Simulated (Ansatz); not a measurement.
# LaSb (model cell, started as zinc blende): phonons and vibrational spectra, part 2 of 2

Wanted: vibrations and spectra of LaSb (model cell, started as zinc blende); the cell is already relaxed. After the zone centre comes a 4×4×4 q mesh on a 8×8×8 k mesh.

Ansatz 0.2.0; DFT PBEsol, scalar-relativistic, plane waves, PAW.

So far. Step 2 (Linear response at the zone centre): Before it was imposed, the acoustic sum rule was missed by 2.3e-4 eV/Å² and the charge sum rule by 2.4e-4 e. Small misses are needed for a sound result but don't prove that mesh and cutoff are converged. The lowest optical mode is real, 139 cm⁻¹.

The structure was built from a prototype and need not be the compound's stable phase.

## Step 3: Response at finite wavevector

Stability and thermal properties need the whole zone. Linear response on a 4×4×4 q mesh gives force constants as far as a supercell of that size would, and the tensors from the zone-centre run are typed in so that the long-range dipole term is interpolated apart.

input.yaml reads:

```yaml
crystal:
  lattice:
    - [0.0, 3.5898357277, 3.5898357277]
    - [3.5898357277, 0.0, 3.5898357277]
    - [3.5898357277, 3.5898357277, 0.0]
  atoms:
    - { symbol: La, position: [0.0, 0.0, 0.0] }
    - { symbol: Sb, position: [0.25, 0.25, 0.25] }
kpoints:
  mp_grid: { grid: [8, 8, 8] }
hamiltonian:
  xc: pbesol
scf:
  occupations: { method: fixed }
output:
  eigenvalues: true
phonons:
  method: dfpt
  qmesh: [4, 4, 4]
  temperatures: { t_max: 1000, t_step: 50 }
  qpath:
    path:
      - [[0.0, 0.0, 0.0], [-0.5, -0.5, 0.0], [-0.375, -0.375, 0.25]]
      - [[-0.375, 0.0, 0.375], [0.0, 0.0, 0.0], [0.0, 0.0, 0.5], [-0.5, -0.25, 0.25], [-0.5, -0.5, 0.0]]
    npoints: 10
  non_analytic_term:
    high_frequency_dielectric_tensor: [[8.6804, 0.0, 0.0], [0.0, 8.6804, 0.0], [0.0, 0.0, 8.6804]]
    born_effective_charges:
      - { species: La, tensor: [[3.0413, 0.0, 0.0], [0.0, 3.0413, 0.0], [0.0, 0.0, 3.0413]] }
      - { species: Sb, tensor: [[-3.0413, 0.0, 0.0], [0.0, -3.0413, 0.0], [0.0, 0.0, -3.0413]] }
    source: "zone-centre run at this cell"
```

Launch:

```
ansatz run input.yaml --threads 4 --pin off --max-ram 7168MiB --backend cpu --events-out ev --progress --plain --runs-dir out
```

Numbers of over 12 decimals in the logs are rounded to 6 here.

What it wrote:

```text
Warning: phonons: the dynamical matrix that this run interpolates holds no multipole term above the dipole-dipole one, and a site of this crystal is no centre of inversion, so its interpolated transverse optical and acoustic branches and sound speeds can stay off near Gamma, and the density of states and the thermodynamics with them. What a run solves at a wave vector of phonons.qpoints, Gamma apart, where the deck admits one, is free of this, and under fd what a larger phonons.supercell samples
[...]
Crystal: 2 atoms, lattice volume = 92.524 Å³
Basis set: ecut = 420 eV, 1807 PW (Γ), exchange–correlation on 72×72×72 points (8 copies of the dense FFT grid, shifted against one another)
Bands: 17, of which v1, the nominal top of the filled ones, is band 13 counted from 1 (12 counted from 0)
Symmetry: 24 space group operations
k-points: 29 of 512 (time reversal used)
[...]
SCF iter   1: F=—  HF=-12570.600941 eV  |F-HF|=—  |Δ(HF+E_count)|=         —  Δρ=2.94e-3  dr2=1.19e-2  ethr=1.77e-3  ⟨swp⟩=4.2  Hψ=1985  notcnv=0  defer=20
[...]
SCF iter   9: F=-12570.597047 eV  HF=-12570.597047 eV  |F-HF|=3.64e-12  |Δ(HF+E_count)|=  3.09e-11  Δρ=1.00e-7  dr2=5.63e-12  ethr=1.00e-12  ⟨swp⟩=7.7  Hψ=3119  notcnv=0
SCF 1 converged in 9 iterations: F = -12570.597047 eV  dr2 = 5.63e-12
[...]
NSCF: frozen V_eff on 29 k-points
[...]
DFPT response loops at q = (0, 0, 0) (fractional): preconditioner auto → none (the input reference at scf.mixing.eps_inf says where Resta's filter doesn't serve); β = 0.50; Broyden in place of MSR1
[...]
SCF converged after 9 iterations
Free energy (F): -12570.597047 eV
[...]
Internal energy: -12570.597047 eV  (E = F + TS)
E sigma→0 (E₀):  -12570.597047 eV
Fermi energy:    5.675741 eV
[...]
--- Band table (eV; the first three rows and the last of 29) ---
  k-point 0: bands = [... 9 lower, -2.2571, 4.6777, 4.6777, 4.6777, 7.2223, 7.8750, 7.8750, 7.8750]
  k-point 1: bands = [... 9 lower, -2.1844, 4.5342, 4.7326, 4.7326, 7.4110, 7.8425, 7.8425, 7.8671]
  k-point 2: bands = [... 9 lower, -2.0111, 4.3486, 4.8570, 4.8570, 7.6254, 7.7755, 7.7755, 7.8516]
  k-point 28: bands = [... 9 lower, -1.6045, 4.5696, 4.6653, 5.6757, 6.8835, 7.7531, 7.8099, 7.8655]
--- Phonons (Γ-DFPT): 2 representative perturbations + reference (Σ response iterations 6) ---
  ASR residual: 6.537e-5 → 0.000e0 eV/Å²; symmetrization residual: 5.984e-5 eV/Å²
  ASR residual per site (eV/Å²): 6.54e-5 2.81e-5
  Γ frequencies (cm⁻¹): 0.00 0.00 0.00 138.76 138.76 138.76
--- Phonons (arbitrary-q DFPT): 8 irreducible q on the 4×4×4 mesh ---
  q = [0.0000, 0.0000, 0.0000] (star 1, of the zone-centre solve; hermiticity 2.60e-5, symmetrization 1.81e-12): -0.00 0.00 0.00 138.76 138.76 138.76
  q = [0.0000, 0.0000, 0.2500] (star 8, 2 solved perturbations on 288 of 512 k-point pairs; hermiticity 1.95e-5, symmetrization 2.13e-12): 6.48 6.48 56.80 138.88 138.88 157.86
[...]
q = [0.0000, 0.2500, 0.2500] (star 6, 4 solved perturbations in 528 linear systems a pass and spin channel, the states on 164 of 512 k-point pairs; hermiticity 1.15e-5, symmetrization 7.13e-13): 17.14 17.14 62.83 136.74 136.74 155.91
[...]
sum rule: each row above includes the acoustic sum rule's correction from the zone centre's row sums; it moved no ω² by more than (0.36 cm⁻¹)²
  mesh force constants: q→R imaginary residual 2.17e-18; ASR residual 6.537e-5 → 0.000e0 eV/Å²; symmetrization residual 1.776e-15 eV/Å²
  interpolated dispersion: 63 rows × 6 modes
  density of states and harmonic sums: on the 16×16×16 q-mesh, interpolated from the force constants of a 4×4×4 supercell (with the dipole–dipole term of supplied tensors)
  largest difference from the sums on the solved wave vectors: F 2.61e-2 eV, S 2.82e-5 and C_V 2.25e-6 eV/K
  zero-point energy: 0.034119 eV/cell   skipped modes (ω ≤ 0): 22, of them read as no rigid motion or as one in doubt: 19 (7.031e-2 modes/cell left out, lowest -7.91 cm⁻¹)   left out of the sums: 1.18e-2 of the cell's modes: C_V's classical limit lies that fraction below 3 k_B per atom; for a crystal, a wire or a layer, F and S can be off by more, and a phonons.interpolated_qmesh denser along its periods is the remedy for the sampling
```

Run time: 3.6 min. Hardware: 4 threads of Arm Neoverse V1, shared host; peak memory 2.2 GiB; 14 min of CPU time.

This step gave:

```yaml
sum_rule_residual_before_enforcement: 6.54e-5 eV/Å²
lowest_frequency_on_the_path: -7.917 cm⁻¹
highest_frequency_on_the_path_or_at_a_solved_wavevector: 167.3 cm⁻¹
lowest_mode_on_the_q_mesh_acoustic_modes_at_gamma_apart: 6.48 cm⁻¹
```

Frequencies (cm⁻¹) solved at each irreducible wavevector; negative means imaginary. Frequencies by wavevector, by row:

| q in reciprocal lattice units | star | mode 1 | mode 2 | mode 3 | mode 4 | mode 5 | mode 6 |
| --- | --- | --- | --- | --- | --- | --- | --- |
| 0 0 0 | 1 | 0 | 0 | 0 | 138.8 | 138.8 | 138.8 |
| 0 0 0.25 | 8 | 6.5 | 6.5 | 56.8 | 138.9 | 138.9 | 157.9 |
| 0 0 -0.5 | 4 | 10.5 | 10.5 | 93.7 | 139.1 | 139.1 | 139.2 |
| 0 0.25 0.25 | 6 | 17.1 | 17.1 | 62.8 | 136.7 | 136.7 | 155.9 |
| 0 0.25 -0.5 | 24 | 21.7 | 38.5 | 94.9 | 133.9 | 136.6 | 138 |
| 0 0.25 -0.25 | 12 | 14.4 | 39.1 | 82 | 136.5 | 138.7 | 142.9 |
| 0 -0.5 -0.5 | 3 | 28.7 | 28.7 | 119 | 119.6 | 134.1 | 134.1 |
| 0.25 -0.5 -0.25 | 6 | 38 | 41.8 | 113 | 117 | 135.7 | 136.1 |

Interpolated from a 4×4×4 q mesh, with the LO-TO term (at Γ the limit along the path; where Γ stands inside the path, tables give the limit on arrival). The phonon branches at the labelled points (cm⁻¹):

| point | branch 1 | branch 2 | branch 3 | branch 4 | branch 5 | branch 6 |
| --- | --- | --- | --- | --- | --- | --- |
| Γ | 0 | 0 | 0 | 139 | 139 | 167 |
| halfway | 17 | 17 | 63 | 137 | 137 | 156 |
| X | 29 | 29 | 119 | 120 | 134 | 134 |
| halfway | 27 | 36 | 116 | 120 | 135 | 135 |
| U | 22 | 45 | 109 | 124 | 135 | 136 |
| jump to K | 22 | 45 | 109 | 124 | 135 | 136 |
| halfway | 8 | 29 | 64 | 138 | 139 | 153 |
| Γ | 0 | 0 | 0 | 139 | 139 | 167 |
| halfway | 6 | 6 | 57 | 139 | 139 | 158 |
| L | 10 | 10 | 94 | 139 | 139 | 139 |
| halfway | 21 | 38 | 97 | 133 | 137 | 138 |
| W | 38 | 42 | 113 | 117 | 136 | 136 |
| halfway | 33 | 35 | 116 | 118 | 135 | 135 |
| X | 29 | 29 | 119 | 120 | 134 | 134 |

The phonon branches as a text plot (rows in cm⁻¹):

```
    164 |****                     **********
    156 |    ***                 *          **
    149 |       *              **             *
    142 |****    *           *************************
    134 |    ********************                  **************
    127 |           *     **                           **
    120 |            *****                               ********
    113 |           *   **                               *****
    105 |                 **                            *
     98 |         **        *                       ****
     91 |                                       ****
     83 |        *           **                *
     76 |       *              *              *
     69 |                                    *
     61 |      *                *
     54 |    **                  *          *
     47 |                ****              *
     40 |   *           *    **   **      *           ********
     32 |           ****       **                    *  *    ****
     25 |  *    ****  *****      *  *    *          * **
     18 |      *           ****   **               ***
     10 | *  **                **   **  *    *******
      3 |*                           ***    *
     -4 | ***                    *****  ****
         Γ           X  U|K            Γ         L        W     X
```

Tetrahedra on a 16×16×16 mesh, mean over bins of 2 cm-1. Interpolated from a 4×4×4 q mesh. Table of phonon density of states by wavenumber; read off at these points:

| wavenumber (cm⁻¹) | phonon density of states (1/cm⁻¹/cell) |
| --- | --- |
| -9.0 | 0 |
| -5.0 | 0.0115 |
| 1.0 | 0.00581 |
| 5.0 | 0.00806 |
| 11.0 | 0.0347 |
| 15.0 | 0.0540 |
| 19.0 | 0.0597 |
| 25.0 | 0.0660 |
| 27.0 | 0.0687 |
| 29.0 | 0.0680 |
| 33.0 | 0.0490 |
| 39.0 | 0.0446 |
| 43.0 | 0.0533 |
| 49.0 | 0.00403 |
| 53.0 | 0.00475 |
| 57.0 | 0.0057 |
| 63.0 | 0.0072 |
| 67.0 | 0.00847 |
| 71.0 | 0.0098 |
| 77.0 | 0.0123 |
| 81.0 | 0.0144 |
| 87.0 | 0.0192 |
| 91.0 | 0.0255 |
| 95.0 | 0.0327 |
| 101.0 | 0.0220 |
| 105.0 | 0.0180 |
| 109.0 | 0.0139 |
| 115.0 | 0.00319 |
| 119.0 | 0.00353 |
| 125.0 | 0.0208 |
| 129.0 | 0.0276 |
| 133.0 | 0.0432 |
| 137.0 | 0.430 |
| 139.0 | 0.369 |
| 143.0 | 0.0291 |
| 147.0 | 0.0229 |
| 153.0 | 0.0179 |
| 157.0 | 0.0148 |
| 163.0 | 0.00884 |
| 167.0 | 0.00108 |

The partial phonon density of states has structure finer than the step of the table below, so its rows give means over 10 cm⁻¹, whole bins alone (the curve runs from -17.2 to 181 cm⁻¹). Peaks (cm⁻¹: height): La 26.5: 0.0331, 137.6: 0.179; Sb 26.5: 0.0358, 137.6: 0.170.

Phonopy on the run's constants, 13x13x13 mesh, Gaussian sigma 2.0 cm-1. Interpolated from a 4×4×4 q mesh. Table of partial phonon density of states by wavenumber; means over each step; values in 1/cm⁻¹/cell:

| wavenumber (cm⁻¹) | La | Sb |
| --- | --- | --- |
| -10 | 0.00205 | 0.00187 |
| 0 | 0.00263 | 0.00245 |
| 10 | 0.0152 | 0.0151 |
| 20 | 0.0287 | 0.0302 |
| 30 | 0.0279 | 0.0304 |
| 40 | 0.0205 | 0.0232 |
| 50 | 0.00413 | 0.00433 |
| 60 | 0.00336 | 0.00308 |
| 70 | 0.00490 | 0.00454 |
| 80 | 0.00729 | 0.00677 |
| 90 | 0.0127 | 0.0117 |
| 100 | 0.0134 | 0.0112 |
| 110 | 0.00668 | 0.00456 |
| 120 | 0.00443 | 0.00637 |
| 130 | 0.0333 | 0.0335 |
| 140 | 0.0968 | 0.0931 |
| 150 | 0.00984 | 0.0106 |
| 160 | 0.00559 | 0.00616 |
| 170 | 5.9e-4 | 6.7e-4 |

Second derivatives of the energy by pair, one row for each kind of neighbour of each atom listed. Each entry sums the pair over the periodic images of the supercell that the q mesh stands for, and in a polar crystal it holds the long-range dipole part too. Force constants by pair, by row:

| atom | neighbour | distance (Å) | third of the trace (eV/Å²) | along the pair's line (eV/Å²) |
| --- | --- | --- | --- | --- |
| La1 | itself | 0 | 5.71 | – |
| La1 | Sb | 3.109 | -1.272 | -3.394 |
| La1 | La | 5.077 | -0.0437 | -0.3372 |
| La1 | Sb | 5.953 | -0.0217 | 0.1258 |
| La1 | La | 7.18 | -0.0187 | -0.0909 |
| Sb2 | itself | 0 | 4.916 | – |
| Sb2 | La | 3.109 | -1.272 | -3.394 |
| Sb2 | Sb | 5.077 | 0.0194 | -0.2904 |
| Sb2 | La | 5.953 | -0.0217 | 0.1258 |
| Sb2 | Sb | 7.18 | -0.0151 | -0.0705 |

Symmetry leaves 8 wavevectors to solve. The lowest mode among them, the acoustic zeros apart, lies at q = (0, 0, 0.25) and is real, 6.5 cm⁻¹. Between them the interpolated path dips to 8i cm⁻¹.

## Step 4: Isotope substitution

An isotope changes the mass and not the force constants, so no new electronic calculation is needed; the shifts show which modes move this element.

The same force constants with the mass of Sb changed from 121.760 to 122.904 u (phonopy, no LO-TO term). Both lists are sorted by frequency; levels can cross, so a row need not hold one and the same mode. Modes under 3 cm⁻¹ are left out. Isotope shifts, by row:

| q | rank | natural mass (cm⁻¹) | changed mass (cm⁻¹) |
| --- | --- | --- | --- |
| 0 0 0 | 4 | 138.8 | 138.4 |
| 0 0 0 | 5 | 138.8 | 138.4 |
| 0 0 0 | 6 | 138.8 | 138.4 |
| 0 0 0.25 | 1 | 6.48 | 6.46 |
| 0 0 0.25 | 2 | 6.48 | 6.46 |
| 0 0 0.25 | 3 | 56.8 | 56.67 |
| 0 0 0.25 | 4 | 138.9 | 138.6 |
| 0 0 0.25 | 5 | 138.9 | 138.6 |
| 0 0 0.25 | 6 | 157.9 | 157.5 |
| 0 0 -0.5 | 1 | 10.46 | 10.43 |
| 0 0 -0.5 | 2 | 10.46 | 10.43 |
| 0 0 -0.5 | 3 | 93.65 | 93.43 |
| 0 0 -0.5 | 4 | 139.1 | 138.8 |
| 0 0 -0.5 | 5 | 139.1 | 138.8 |
| 0 0 -0.5 | 6 | 139.2 | 138.9 |
| 0 0.25 0.25 | 1 | 17.14 | 17.1 |
| 0 0.25 0.25 | 2 | 17.14 | 17.1 |
| 0 0.25 0.25 | 3 | 62.83 | 62.69 |
| 0 0.25 0.25 | 4 | 136.7 | 136.4 |
| 0 0.25 0.25 | 5 | 136.7 | 136.4 |
| 0 0.25 0.25 | 6 | 155.9 | 155.5 |

A mode of this element alone would shift by -0.47 %. The highest zone-centre frequency without the field goes from 138.8 to 138.4 cm⁻¹ (-0.2 %). The product of the frequency ratios over all optical modes at Γ is 0.993; the product rule, (m/m′)^(3k/2) (M′/M)^(3/2) with k = 1 such atoms and M the mass of the cell, gives 0.993.

## Step 5: Outcome

| Item | Value |
| --- | --- |
| space group (within 0.01 Å) | F-43m |
| volume per atom | 46.3 Å³ |
| gap on the k-mesh | 1.21 eV |
| highest optical mode at the zone centre (no LO-TO term) | 139 cm⁻¹ |
| top of the zone-centre spectrum with the field | 167 cm⁻¹ |
| lowest optical zone-centre mode | 139 cm⁻¹ |
| mean high-frequency dielectric constant | 8.68 |
| mean static dielectric constant | 12.6 |
| largest Born charge (third of the trace) | 3.04 e |
| lowest mode on the q mesh (acoustic modes at Γ apart) | 6.5 cm⁻¹ |
| highest frequency on the path or at a solved wavevector | 167 cm⁻¹ |
| imaginary modes on the 4×4×4 q mesh | none |

What this shows: No mode is imaginary at the 8 irreducible wavevectors solved, but between them the interpolated path dips to 7.9i cm⁻¹, so stability is not settled. Without the field, the optical modes at Γ form one degenerate level at 139 cm⁻¹. With the macroscopic field of the longitudinal modes the top of the zone-centre spectrum lies at 167 cm⁻¹, against 139 cm⁻¹ without it. Lattice motion raises the mean dielectric constant from 8.680 to 12.62. The strongest infrared line is at 139 cm⁻¹. Averaged over orientations, the strongest Raman line at 532 nm and 300 K is at 139 cm⁻¹, among the modes without the field; their longitudinal partners can be Raman active too. The tensors are the static, non-resonant ones, while 532 nm light (2.33 eV) lies above the computed gap. The program warns that the interpolation holds no quadrupole term, so branches close to Γ can be off in this crystal. Spin-orbit coupling is left out, which can matter for the heavy elements here. The starting cell was built on a prototype and not taken from a measurement, so the phase need not exist. These are harmonic frequencies at zero temperature: anharmonic shifts, linewidths and thermal expansion are left out.

[Logs are printed without paths, hosts, clocks, repeated set-up lines and the standing remarks that a program may print on its own settings, such as how far it seeks lower states.]

[Hosts, paths, dates, database ids (printed as entryN), source tags and the programs' standing remarks are cut or masked in the printed files.]
